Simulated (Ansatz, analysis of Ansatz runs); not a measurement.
# Li5NbO5 (C2/m), nudged elastic band: H transfer from O to O (q = +1)

Aim: the barrier of one jump in Li5NbO5 (C2/m) at charge +1: H transfer from O to O. The model is a cell of 176 host atoms with 1 H put in; H is the atom that moves.

Program: Ansatz 0.2.0. Level of theory: plane-wave PAW DFT, PBEsol; nudged elastic band between two relaxed defect structures at fixed charge in a uniform background. Results are calculated unless marked as measured.

### 1. Starting point

The cell holds 177 atoms: 80 Li, 16 Nb, 80 O and 1 H. Its edges and angles: a = 19.297 Å, b = 12.544 Å, c = 11.553 Å, α = 104.3°, β = 108.7°, γ = 39.7°. It derives from Li5NbO5 (space group C2/m). Nearest the centre at fractional (0.398, 0.625, 0.421): H177 at 0.42 Å, O165 at 1.41 Å, Nb68 at 1.41 Å, O31 at 1.41 Å, Li20 at 1.70 Å, O44 at 2.42 Å, O71 at 2.43 Å, Li6 at 2.48 Å. The cell carries charge +1.

The cell's shortest repeat is 11.6 Å.

### 2. Relaxation of the start point, charge +1

A barrier is counted from a minimum, so both ends are relaxed first. Small random displacements break the symmetry of the ideal sites, so that the defect can distort if it gains by it. The charge of +1 is set by the electron count, and a uniform background keeps the cell neutral.

File qp1_c176k1s.start/input.yaml:

```yaml
crystal:
  lattice:
    - [19.29708755, 0.0, 0.01338558]
    - [9.64854378, 8.01591864, 0.00669279]
    - [-3.7205883, 0.0, 10.93780668]
  atoms:
    - { symbol: Li, position: [0.10558637, 0.5, 0.17163026] }
    - { symbol: Li, position: [0.23058637, 0.75, 0.17163026] }
[... 1 atom line left out ...]
    - { symbol: Li, position: [0.48058637, 0.25, 0.17163026] }
[... 1 atom line left out ...]
    - { symbol: Li, position: [0.2202938, 0.75, 0.43105463] }
    - { symbol: Li, position: [0.3452938, 0.0, 0.43105463] }
    - { symbol: Li, position: [0.4702938, 0.25, 0.43105463] }
[... 2 atom lines left out ...]
    - { symbol: Li, position: [0.25, 0.5, 0.25] }
    - { symbol: Li, position: [0.375, 0.75, 0.25] }
[... 3 atom lines left out ...]
    - { symbol: Li, position: [0.4047062, 0.5, 0.06894537] }
[... 1 atom line left out ...]
    - { symbol: Li, position: [0.14441363, 0.0, 0.32836974] }
[... 1 atom line left out ...]
    - { symbol: Li, position: [0.39441363, 0.5, 0.32836974] }
[... 6 atom lines left out ...]
    - { symbol: O, position: [0.30180537, 0.75, 0.08691874] }
[... 3 atom lines left out ...]
    - { symbol: O, position: [0.29617347, 0.75, 0.34089219] }
[... 5 atom lines left out ...]
    - { symbol: O, position: [0.07882653, 0.0, 0.15910781] }
[... 1 atom line left out ...]
    - { symbol: O, position: [0.32882653, 0.5, 0.15910781] }
    - { symbol: O, position: [0.45382653, 0.75, 0.15910781] }
    - { symbol: O, position: [0.07319463, 0.0, 0.41308126] }
[... 1 atom line left out ...]
    - { symbol: O, position: [0.32319463, 0.5, 0.41308126] }
    - { symbol: O, position: [0.44819463, 0.75, 0.41308126] }
[... 1 atom line left out ...]
    - { symbol: Li, position: [0.23058637, 0.75, 0.67163026] }
    - { symbol: Li, position: [0.35558637, 0.0, 0.67163026] }
[... 8 atom lines left out ...]
    - { symbol: Li, position: [0.375, 0.75, 0.75] }
[... 1 atom line left out ...]
    - { symbol: Li, position: [0.1547062, 0.0, 0.56894537] }
[... 1 atom line left out ...]
    - { symbol: Li, position: [0.4047062, 0.5, 0.56894537] }
[... 6 atom lines left out ...]
    - { symbol: Nb, position: [0.25, 0.5, 0.5] }
    - { symbol: Nb, position: [0.375, 0.75, 0.5] }
[... 2 atom lines left out ...]
    - { symbol: O, position: [0.30180537, 0.75, 0.58691874] }
[... 6 atom lines left out ...]
    - { symbol: O, position: [0.125, 0.75, 0.5] }
    - { symbol: O, position: [0.25, 0.0, 0.5] }
[... 3 atom lines left out ...]
    - { symbol: O, position: [0.32882653, 0.5, 0.65910781] }
    - { symbol: O, position: [0.45382653, 0.75, 0.65910781] }
[... 8 atom lines left out ...]
    - { symbol: Li, position: [0.5952938, 0.5, 0.43105463] }
[... 4 atom lines left out ...]
    - { symbol: Li, position: [0.625, 0.25, 0.25] }
[... 6 atom lines left out ...]
    - { symbol: Li, position: [0.51941363, 0.75, 0.32836974] }
[... 11 atom lines left out ...]
    - { symbol: O, position: [0.54617347, 0.25, 0.34089219] }
    - { symbol: O, position: [0.67117347, 0.5, 0.34089219] }
[... 11 atom lines left out ...]
    - { symbol: O, position: [0.69819463, 0.25, 0.41308126] }
[... 2 atom lines left out ...]
    - { symbol: Li, position: [0.60558637, 0.5, 0.67163026] }
[... 11 atom lines left out ...]
    - { symbol: Li, position: [0.5297062, 0.75, 0.56894537] }
[... 1 atom line left out ...]
    - { symbol: Li, position: [0.7797062, 0.25, 0.56894537] }
[... 6 atom lines left out ...]
    - { symbol: Nb, position: [0.625, 0.25, 0.5] }
[... 2 atom lines left out ...]
    - { symbol: O, position: [0.55180537, 0.25, 0.58691874] }
    - { symbol: O, position: [0.67680537, 0.5, 0.58691874] }
[... 6 atom lines left out ...]
    - { symbol: O, position: [0.5, 0.5, 0.5] }
[... 4 atom lines left out ...]
    - { symbol: O, position: [0.70382653, 0.25, 0.65910781] }
[... 6 atom lines left out ...]
    - { symbol: H, position: [0.428618, 0.587495, 0.444442] }
total_charge: 1
basis:
  ecutwfc: 420
  xc_grid: 2
hamiltonian:
  xc: pbesol
kpoints:
  mp_grid: { grid: [1, 1, 1], shift: [0.25, 0.25, 0.25] }
scf:
  occupations: { method: fixed }
  max_iter: 120
output:
  forces: true
relax:
  f_tol: 0.02
  max_steps: 70
  random_displacement: { amplitude: 0.03, seed: 6603 }
```

On the command line:

```bash
> ansatz run input.yaml --threads 32 --pin off --max-ram 84787MiB --backend cuda --events-out ev --progress --plain --runs-dir out --max-vram 78GiB
```

Log:

```text
[... repeated set-up lines and file paths are left out, and long positions are rounded to six places ...]
[...]
Engine: ansatz 0.2.0, aarch64-unknown-linux-gnu
[...]
Pseudopotential: Li, paw, valence charge 3, recommended cutoff 420 eV (normal), Li.paw.azcp
Pseudopotential: Nb, paw, valence charge 13, recommended cutoff 420 eV (normal), Nb.paw.azcp
Pseudopotential: O, paw, valence charge 6, recommended cutoff 420 eV (normal), O.paw.azcp
Pseudopotential: H, paw, valence charge 1, recommended cutoff 420 eV (normal), H.paw.azcp
Functional definition: PBEsol
[...]
Crystal: 177 atoms, lattice volume = 1692.302 Å³
Basis set: ecut = 420 eV, 33035 PW (Γ), exchange–correlation on 270×180×160 points (8 copies of the dense FFT grid, shifted against one another)
[...]
automatic band count: iteration 1 solves 611 bands in place of 641: the levels show a gap, and the empty bands left out lie too high to hold charge; the band table lists the bands solved (type scf.n_e [...]
[...]
SCF 7 converged in 5 iterations: F = -133259.935205 eV  dr2 = 1.23e-5
[...]
relax step   8: F+E_penalty+E_count = -133259.94624064 eV  Δ(F+E_penalty+E_count) = -1.104e-2 eV  max|allowed force component| = 2.795e-1 eV/Å  Δτ_max = 0.1237 Å  (7 SCF iters, dr2 threshold 3.94e-6 e [...]
[... the SCF cycles and remarks between the steps are left out from here to the last step ...]
relax step  11: F+E_penalty+E_count = -133259.95720191 eV  Δ(F+E_penalty+E_count) = -6.560e-3 eV  max|allowed force component| = 1.116e-1 eV/Å  Δτ_max = 0.1000 Å  (9 SCF iters, accepted)
[...]
relax step  14: F+E_penalty+E_count = -133259.96024949 eV  Δ(F+E_penalty+E_count) = -2.636e-4 eV  max|allowed force component| = 1.462e-1 eV/Å  Δτ_max = 0.0231 Å  (4 SCF iters, dr2 threshold 1.47e-5 e [...]
[...]
SCF 16 converged in 7 iterations: F = -133259.960873 eV  dr2 = 1.27e-8
[...]
```

Run time: 21 s. Hardware: 1 × NVIDIA GB200 with 32 threads of Arm Neoverse V2, shared host; peak memory 1.6 GiB.

Relaxation path:

| step | energy less that of the first step (eV) | largest force component (eV/Å) |
| --- | --- | --- |
| 1 | 0.0000 | 12.8051 |
| 5 | -4.4751 | 0.5215 |
| 9 | -4.5332 | 0.0672 |
| 13 | -4.5425 | 0.1359 |
| 16 | -4.5434 | 0.0140 |

The atoms that moved most (Å, from the sites as typed, ahead of the random displacement):

| atom | dx | dy | dz | length |
| --- | --- | --- | --- | --- |
| H177 | 0.301 | -0.696 | -0.373 | 0.845 |
| Li20 | -0.222 | 0.002 | -0.145 | 0.265 |
| Nb68 | 0.018 | 0.155 | 0.034 | 0.160 |
| O117 | 0.039 | 0.149 | 0.031 | 0.157 |
| Nb154 | 0.019 | -0.147 | 0.034 | 0.152 |
| O31 | 0.039 | -0.142 | 0.030 | 0.151 |
| O165 | 0.124 | 0.004 | -0.012 | 0.124 |
| Li11 | -0.110 | 0.003 | -0.018 | 0.111 |

Neighbours of H177 at the end:

| atom | distance (Å) |
| --- | --- |
| O165 | 0.981 |
| Li20 | 1.906 |
| O31 | 2.174 |
| O117 | 2.177 |
| Li93 | 2.216 |
| Nb68 | 2.381 |
| Nb154 | 2.383 |
| O44 | 2.690 |
| O130 | 2.694 |
| Li60 | 2.732 |

Numbers from this step:

- free energy: -133259.9609 eV
- r.m.s. move of the farther half of the atoms: 0.02041 Å
- largest move from the ideal geometry of this structure, a common shift of the far atoms taken out: 0.8512 Å

The relaxation gained 4.543 eV and ended with a largest force component of 0.014 eV/Å.

### 3. Relaxation of the end point, charge +1

The end point is relaxed in the same cell and settings, so that the two energies compare. Atoms more than 3.2 Å from the middle of the hop start where the first relaxation left them, the nearer ones on or close to their ideal places, with small random displacements.

File qp1_c176k1s.end/input.yaml:

```yaml
crystal:
  lattice:
    - [19.29708755, 0.0, 0.01338558]
    - [9.64854378, 8.01591864, 0.00669279]
    - [-3.7205883, 0.0, 10.93780668]
  atoms:
    - { symbol: Li, position: [0.10343054, 0.4998146, 0.16892806] }
    - { symbol: Li, position: [0.23058637, 0.75, 0.17163026] }
[... 3 atom lines left out ...]
    - { symbol: Li, position: [0.2202938, 0.75, 0.43105463] }
[... 5 atom lines left out ...]
    - { symbol: Li, position: [0.375, 0.75, 0.25] }
[... 7 atom lines left out ...]
    - { symbol: Li, position: [0.39441363, 0.5, 0.32836974] }
[... 10 atom lines left out ...]
    - { symbol: O, position: [0.29617347, 0.75, 0.34089219] }
[... 11 atom lines left out ...]
    - { symbol: O, position: [0.32319463, 0.5, 0.41308126] }
    - { symbol: O, position: [0.44819463, 0.75, 0.41308126] }
[... 15 atom lines left out ...]
    - { symbol: Li, position: [0.4047062, 0.5, 0.56894537] }
[... 7 atom lines left out ...]
    - { symbol: Nb, position: [0.375, 0.75, 0.5] }
[... 2 atom lines left out ...]
    - { symbol: O, position: [0.30180537, 0.75, 0.58691874] }
[... 21 atom lines left out ...]
    - { symbol: Li, position: [0.5952938, 0.5, 0.43105463] }
[... 71 atom lines left out ...]
    - { symbol: O, position: [0.5, 0.5, 0.5] }
[... 11 atom lines left out ...]
    - { symbol: H, position: [0.367421, 0.662505, 0.396812] }
total_charge: 1
basis:
  ecutwfc: 420
  xc_grid: 2
hamiltonian:
  xc: pbesol
kpoints:
  mp_grid: { grid: [1, 1, 1], shift: [0.25, 0.25, 0.25] }
scf:
  occupations: { method: fixed }
  max_iter: 120
output:
  forces: true
relax:
  f_tol: 0.02
  max_steps: 70
  random_displacement: { amplitude: 0.01, seed: 6603 }
```

Log:

```text
[...]
Crystal: 177 atoms, lattice volume = 1692.302 Å³
Basis set: ecut = 420 eV, 33035 PW (Γ), exchange–correlation on 270×180×160 points (8 copies of the dense FFT grid, shifted against one another)
[...]
SCF 1 converged in 9 iterations: F = -133256.440513 eV  dr2 = 6.02e-6
[...]
relax step   1: F+E_penalty+E_count = -133256.44051312 eV  Δ(F+E_penalty+E_count) = +0.000e0 eV  max|allowed force component| = 1.219e1 eV/Å  Δτ_max = 0.0000 Å  (9 SCF iters, dr2 threshold 1.00e-5 eV, [...]
[...]
relax step   8: F+E_penalty+E_count = -133260.32493782 eV  Δ(F+E_penalty+E_count) = -5.484e-2 eV  max|allowed force component| = 3.874e-1 eV/Å  Δτ_max = 0.2000 Å  (5 SCF iters, dr2 threshold 1.00e-4 e [...]
[...]
relax step  20: F+E_penalty+E_count = -133260.54531261 eV  Δ(F+E_penalty+E_count) = -6.701e-4 eV  max|allowed force component| = 8.959e-3 eV/Å  Δτ_max = 0.0201 Å  (7 SCF iters, accepted)
[...]
```

Wall time 27 s (1 × NVIDIA GB200 with 32 threads); peak memory 1.7 GiB; 2 min of CPU time.

Relaxation path:

| step | energy less that of the first step (eV) | largest force component (eV/Å) |
| --- | --- | --- |
| 1 | 0.0000 | 12.1882 |
| 5 | -3.7505 | 0.2826 |
| 9 | -3.9253 | 0.9301 |
| 13 | -4.0628 | 1.0288 |
| 17 | -4.1031 | 0.0616 |
| 20 | -4.1048 | 0.0090 |

The atoms that moved most (Å, from the sites as typed, ahead of the random displacement):

| atom | dx | dy | dz | length |
| --- | --- | --- | --- | --- |
| H177 | 0.093 | 0.689 | -1.507 | 1.660 |
| Li12 | 0.420 | 0.005 | -0.046 | 0.423 |
| Li2 | -0.292 | -0.002 | -0.221 | 0.367 |
| O27 | 0.040 | 0.006 | 0.190 | 0.194 |
| Nb68 | 0.072 | -0.008 | 0.136 | 0.154 |
| Li105 | 0.116 | -0.002 | 0.059 | 0.130 |
| O31 | -0.104 | -0.004 | -0.050 | 0.115 |
| O40 | 0.111 | -0.001 | -0.016 | 0.112 |

Neighbours of H177 at the end:

| atom | distance (Å) |
| --- | --- |
| O31 | 0.992 |
| Li2 | 1.787 |
| O27 | 1.822 |
| Li12 | 1.869 |
| Li20 | 2.359 |
| Li18 | 2.371 |
| O39 | 2.749 |
| O37 | 2.762 |
| O44 | 2.792 |

Read from the output:

| Item | Value |
| --- | --- |
| free energy | -133260.5453 eV |
| r.m.s. move of the farther half of the atoms | 0.01362 Å |
| largest move from the ideal geometry of this structure, a common shift of the far atoms taken out | 1.669 Å |

The relaxation gained 4.105 eV and ended with a largest force component of 0.0090 eV/Å. The end lies 0.584 eV below the start.

[end of part 1 of 2]

[Logs are printed without paths, hosts, clocks, repeated set-up lines and the standing remarks that a program may print on its own settings, such as how far it seeks lower states.]

[Hosts, paths, dates, database ids (printed as entryN), source tags and the programs' standing remarks are cut or masked in the printed files.]
